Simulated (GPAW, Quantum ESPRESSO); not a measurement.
# Zn (Zinc, P6_3/mmc): the Zn K absorption edge, part 4 of 5

Do two independent programs agree on the Zn K edge of Zn (Zinc, P6_3/mmc)? The same cell and functional are run with XSpectra and with GPAW.

Quantum ESPRESSO 7.5 and GPAW 26.7.0; core-hole supercells, plane-wave PAW LDA.

So far. Step 7 (Spectrum with XCH, Zn atom 1 (Quantum ESPRESSO)): The total-energy difference is 9676.94 eV. One term is added: -30.82 eV, since the hole is spin-paired here and a spin-polarised one costs that much less in the free atom (computed apart). The photon energy is then 9646.12 eV. The tabulated edge of the element is 9659 eV. The functional leaves an error in such absolute values: in the free atom LDA prices this hole 19.1 eV below PBE (computed apart), and PBE is itself good to a few eV.

The database entry behind the starting cell differs from later determinations by our own check (about 0.3 % long), so it need not match the best structure at ambient conditions.

### 9. Spectrum without a core hole, Zn atom 1 (GPAW)

Level of this step: X-ray absorption from dipole matrix elements to empty bands, plane-wave PAW LDA (GPAW).

Without a hole the spectrum is the empty density of states of the right symmetry on the absorber, weighted by matrix elements. It needs only the small cell and serves as the baseline. The data set with a hole of occupation 0 only carries the core orbital.

The input, xas.py:

```python
import numpy as np
from ase import Atoms
from ase.parallel import parprint, paropen
from gpaw import GPAW, PW, FermiDirac, Mixer, MixerDif, setup_paths
from gpaw.test import gen
setup_paths.insert(0, '.')
gen('Zn', name='nch1s', xcname='LDA', corehole=(1, 0, 0), write_xml=True)
from gpaw.mpi import world
world.barrier()

atoms = Atoms('Zn2',
    cell=[[2.67, 0, 0],
     [-1.335, 2.31228783, 0],
     [0, 0, 4.966]],
    scaled_positions=[[0.66666667, 0.33333333, 0.75],
     [0.33333333, 0.66666667, 0.25]],
    pbc=True)
atoms.calc = calc = GPAW(legacy_gpaw=True, mode=PW(500, force_complex_dtype=True), xc='LDA', setups={0: 'nch1s'},
    kpts={'size': (14, 14, 7), 'gamma': True}, occupations=FermiDirac(0.1),
    charge=0, mixer=Mixer(0.1, 5, 50), maxiter=150,
    convergence={'density': 0.0001, 'eigenstates': 1e-6}, txt='scf.txt')
energy = atoms.get_potential_energy() + calc.get_reference_energy()
ef = calc.get_fermi_level()
out = dict(energy=energy, fermi=ef, forces=atoms.get_forces().tolist())
parprint(f'all-electron energy {energy:.4f} eV, Fermi level {ef:.4f} eV')
ev = np.array([[calc.get_eigenvalues(k, s) for k in range(len(calc.get_ibz_k_points()))] for s in range(calc.get_number_of_spins())])
out['homo'], out['lumo'], out['counts'] = ev[ev < ef].max(), ev[ev > ef].min(), sorted(set((ev < ef).sum((0, 2)).tolist()))
out['filled'] = (ev[:, 0] < ef).sum(1).tolist()

from ase.units import Ha
from gpaw.xas import dipole_matrix_elements
nb = int(calc.get_number_of_electrons() / 2) + 22
top = nb
nscf = calc.fixed_density(kpts={'size': (9, 9, 4), 'gamma': True},
    convergence={'eigenstates': 1.0}, txt='nscf.txt')
nscf.diagonalize_full_hamiltonian(nbands=nb)
cell = atoms.cell.array
ops = [cell.T @ U.T @ np.linalg.inv(cell.T) for U in nscf.wfs.kd.symmetry.op_scc]
E = np.arange(-25, 34, 0.1)
fwhm = np.interp(E, [4, 25], [1.67, 3.5])
Y, X, zero, highest = 0, 0, 1e9, 1e9
for spin in range(nscf.get_number_of_spins()):
    wfs = nscf.wfs
    mine = wfs.bd.get_slice()  # this rank's bands
    A = dipole_matrix_elements(wfs.setups[0])
    eps = np.zeros((wfs.kd.nibzkpts, nb))
    d = np.zeros((3, A.shape[1], wfs.kd.nibzkpts, nb), complex)
    for kpt in wfs.kpt_u:
        if kpt.s == spin and 0 in kpt.P_ani:
            eps[kpt.k, mine] = kpt.eps_n * Ha
            d[:, :, kpt.k, mine] = (kpt.weight * wfs.nspins / 2) ** 0.5 * np.inner(A, kpt.P_ani[0])
    world.sum(eps)
    world.sum(d)
    T = np.einsum('amkn,bmkn->abkn', d, d.conj()).real
    T = sum(np.einsum('ai,ijkn,bj->abkn', R, T, R) for R in ops) / len(ops)
    empty = eps > ef
    zero, highest = min(zero, eps[empty].min()), min(highest, eps[:, top - 1].min())
    lines = [(eps, T, empty)] if spin == 0 else lines + [(eps, T, empty)]
for eps, T, empty in lines:
    f = np.einsum('aakn->akn', T).reshape(3, -1)
    x = eps.ravel() - zero
    w = np.interp(x, E, fwhm) / 2.35482
    g = np.exp(-0.5 * ((E[:, None] - x) / w) ** 2) / (w * (2 * np.pi) ** 0.5)
    Y = Y + (f * empty.ravel()) @ g.T
    X = X + (f * ~empty.ravel()) @ g.T
out.update(E=E.round(2).tolist(), xas=Y.tolist(), xes=X.tolist(), zero=zero, valid=highest - zero, nk=len(eps), nb=nb)
for i in range(0, len(E), 10):
    parprint(f'{E[i]:7.2f}', *(f'{v:10.3e}' for v in Y[:, i]))
import json
with paropen('out.json', 'w') as f:
    json.dump(out, f)
```

Command:

```
> OMP_NUM_THREADS=1 mpirun -n 4 gpaw python xas.py
```

Numbers of over 12 decimals in the logs are rounded to 6 here.

Log:

```text
Input parameters:
  convergence: {density: 0.0001,
                eigenstates: 1e-06}
  kpts: {gamma: True,
         size: (14, 14, 7)}
  maxiter: 150
  mixer: {backend: pulay,
          beta: 0.1,
          method: separate,
          nmaxold: 5,
          weight: 50}
  mode: {ecut: 500.0,
         force_complex_dtype: True,
         name: pw}
  occupations: {fixmagmom: False,
                name: fermi-dirac,
[...]
*d    :     0.616860
--------------------------------

Diagonalizing with gridspacing h=0.050

state   all-electron     PAW
-------------------------------
4s:      -0.228494    -0.228671
4p:      -0.045217    -0.045275
3d:      -0.383140    -0.383726
*f:                    0.072913
-------------------------------
all-electron energy -97579.6071 eV, Fermi level 6.1596 eV
[...]
32.00  1.432e-07  1.432e-07  1.909e-07
  33.00  1.432e-07  1.432e-07  1.970e-07
[key lines of the parts left out:]
Converged after 16 iterations.
Dipole moment: (-0.000000, 0.000000, -0.000000) |e|*Ang
Free energy:     -3.812900
Fermi level: 6.15958
```

Run time: 10 s. Hardware: 4 MPI ranks of AMD EPYC 9R45, shared host; peak memory 0.26 GiB.

The Zn K spectrum, Zn atom 1, no core hole (energy from the lowest empty level; intensity scaled to a mean of 1 over the first 20 eV; polarised curves are means over the symmetry-equivalent atoms):

| E (eV) | isotropic | ε ⊥ c | ε ∥ c |
| --- | --- | --- | --- |
| -2.0 | 0.00 | 0.00 | 0.00 |
| -1.0 | 0.09 | 0.11 | 0.06 |
| 0.0 | 0.38 | 0.41 | 0.32 |
| 1.0 | 0.50 | 0.45 | 0.60 |
| 2.0 | 0.55 | 0.49 | 0.69 |
| 3.0 | 0.68 | 0.64 | 0.77 |
| 4.0 | 0.80 | 0.76 | 0.88 |
| 5.0 | 0.78 | 0.74 | 0.85 |
| 6.0 | 0.88 | 0.79 | 1.06 |
| 7.0 | 0.98 | 0.92 | 1.10 |
| 8.0 | 1.15 | 1.13 | 1.18 |
| 9.0 | 1.33 | 1.25 | 1.50 |
| 10.0 | 1.52 | 1.36 | 1.84 |
| 11.0 | 1.48 | 1.40 | 1.64 |
| 12.0 | 1.23 | 1.30 | 1.10 |
| 13.0 | 1.08 | 1.21 | 0.83 |
| 14.0 | 1.04 | 1.13 | 0.86 |
| 15.0 | 1.00 | 1.06 | 0.88 |
| 16.0 | 1.00 | 1.06 | 0.88 |
| 17.0 | 1.07 | 1.15 | 0.91 |
| 18.0 | 1.12 | 1.23 | 0.91 |
| 19.0 | 1.06 | 1.15 | 0.86 |
| 20.0 | 0.91 | 0.95 | 0.82 |
| 21.0 | 0.82 | 0.82 | 0.82 |
| 22.0 | 0.82 | 0.81 | 0.86 |
| 23.0 | 0.84 | 0.82 | 0.86 |
| 24.0 | 0.81 | 0.79 | 0.85 |
| 25.0 | 0.79 | 0.77 | 0.83 |
| 26.0 | 0.80 | 0.78 | 0.83 |
| 27.0 | 0.81 | 0.80 | 0.84 |
| 28.0 | 0.83 | 0.82 | 0.84 |
| 29.0 | 0.86 | 0.85 | 0.87 |

Main maxima below 28 eV (height): 4.0 eV (0.80), 10.4 eV (1.54) and 18.0 eV (1.12). 

The same matrix elements for filled bands give the Zn K emission of Zn atom 1 (ground-state approximation; energy from the lowest empty level, largest value 1):

| E (eV) | emission |
| --- | --- |
| -24.00 | 0.00 |
| -23.25 | 0.00 |
| -22.50 | 0.00 |
| -21.75 | 0.00 |
| -21.00 | 0.00 |
| -20.25 | 0.00 |
| -19.50 | 0.00 |
| -18.75 | 0.00 |
| -18.00 | 0.00 |
| -17.25 | 0.00 |
| -16.50 | 0.00 |
| -15.75 | 0.00 |
| -15.00 | 0.00 |
| -14.25 | 0.00 |
| -13.50 | 0.00 |
| -12.75 | 0.00 |
| -12.00 | 0.00 |
| -11.25 | 0.00 |
| -10.50 | 0.01 |
| -9.75 | 0.06 |
| -9.00 | 0.18 |
| -8.25 | 0.34 |
| -7.50 | 0.34 |
| -6.75 | 0.26 |
| -6.00 | 0.28 |
| -5.25 | 0.38 |
| -4.50 | 0.47 |
| -3.75 | 0.58 |
| -3.00 | 0.75 |
| -2.25 | 0.97 |
| -1.50 | 0.90 |
| -0.75 | 0.49 |
| 0.00 | 0.16 |
| 0.75 | 0.03 |
| 1.50 | 0.00 |
| 2.25 | 0.00 |
| 3.00 | 0.00 |

Emission maxima: -7.8 eV (0.36) and -2.0 eV (1.00).

### 10. Supercell without a hole, the energy reference (GPAW)

Total energies of two programs can't be mixed, so the cell and mesh of GPAW's hole run get a reference energy of their own.

The input, scf.py:

```python
import numpy as np
from ase import Atoms
from ase.parallel import parprint, paropen
from gpaw import GPAW, PW, FermiDirac, Mixer, MixerDif, setup_paths
from gpaw.test import gen
setup_paths.insert(0, '.')
gen('Zn', name='nch1s', xcname='LDA', corehole=(1, 0, 0), write_xml=True)
from gpaw.mpi import world
world.barrier()

atoms = Atoms('Zn14',
    cell=[[2.67, 0, -4.966],
     [-4.005, -2.31228783, -4.966],
     [1.335, 6.93686348, 0]],
    scaled_positions=[[0.76190476, 0.48809524, 0.94047619],
     [0.33333333, 0.91666667, 0.08333333],
     [0.9047619, 0.3452381, 0.22619048],
     [0.04761905, 0.20238095, 0.51190476],
     [0.47619048, 0.77380952, 0.36904762],
     [0.19047619, 0.05952381, 0.79761905],
     [0.61904762, 0.63095238, 0.6547619],
     [0.80952381, 0.94047619, 0.20238095],
     [0.38095238, 0.36904762, 0.3452381],
     [0.95238095, 0.79761905, 0.48809524],
     [0.0952381, 0.6547619, 0.77380952],
     [0.52380952, 0.22619048, 0.63095238],
     [0.23809524, 0.51190476, 0.05952381],
     [0.66666667, 0.08333333, 0.91666667]],
    pbc=True)
atoms.calc = calc = GPAW(legacy_gpaw=True, mode=PW(500, force_complex_dtype=True), xc='LDA', setups={0: 'nch1s'},
    kpts={'size': (3, 3, 3), 'gamma': True}, occupations=FermiDirac(0.1),
    charge=0, mixer=Mixer(0.1, 5, 50), maxiter=150,
    convergence={'density': 0.0001, 'eigenstates': 1e-6}, txt='scf.txt')
energy = atoms.get_potential_energy() + calc.get_reference_energy()
ef = calc.get_fermi_level()
out = dict(energy=energy, fermi=ef, forces=atoms.get_forces().tolist())
parprint(f'all-electron energy {energy:.4f} eV, Fermi level {ef:.4f} eV')
ev = np.array([[calc.get_eigenvalues(k, s) for k in range(len(calc.get_ibz_k_points()))] for s in range(calc.get_number_of_spins())])
out['homo'], out['lumo'], out['counts'] = ev[ev < ef].max(), ev[ev > ef].min(), sorted(set((ev < ef).sum((0, 2)).tolist()))
out['filled'] = (ev[:, 0] < ef).sum(1).tolist()
import json
with paropen('out.json', 'w') as f:
    json.dump(out, f)
```

Command:

```
> OMP_NUM_THREADS=1 mpirun -n 4 gpaw python scf.py
```

Log:

```text
Input parameters:
  convergence: {density: 0.0001,
                eigenstates: 1e-06}
  kpts: {gamma: True,
         size: (3, 3, 3)}
  maxiter: 150
  mixer: {backend: pulay,
          beta: 0.1,
          method: separate,
          nmaxold: 5,
          weight: 50}
  mode: {ecut: 500.0,
         force_complex_dtype: True,
         name: pw}
  occupations: {fixmagmom: False,
                name: fermi-dirac,
[...]
*s    :     0.771506
4p(0) :    -0.045217     1.008310
*p    :     0.954783
3d(10):    -0.383140     0.154691
*d    :     0.616860
--------------------------------

Diagonalizing with gridspacing h=0.050

state   all-electron     PAW
-------------------------------
4s:      -0.228494    -0.228671
4p:      -0.045217    -0.045275
3d:      -0.383140    -0.383726
*f:                    0.072913
-------------------------------
all-electron energy -683057.0687 eV, Fermi level 6.1899 eV
[key lines of the parts left out:]
Converged after 18 iterations.
Dipole moment: (0.000000, 0.000000, -0.000000) |e|*Ang
Free energy:    -26.489090
Fermi level: 6.18988
```

Wall time 37 s (4 MPI ranks); peak memory 0.36 GiB.

Reference energy: -683057.069 eV with the cores included.

(Continued in part 5 of 5.)

[Banner, clock and machine lines of the logs are left out without a mark of their own.]

[Logs are printed without paths, hosts, clocks, repeated set-up lines and the standing remarks that a program may print on its own settings, such as how far it seeks lower states.]

[Hosts, paths, dates, database ids (printed as entryN), source tags and the programs' standing remarks are cut or masked in the printed files.]

[Lists of maxima count a maximum above −3 eV only where it reaches 4 % of the highest in the window and stands out from its surroundings by 2 % of it (1.5 % where it reaches 55 %); shoulders and weaker maxima are passed over, and of the rest the first, up to two pre-edge ones and the few strongest are named.]
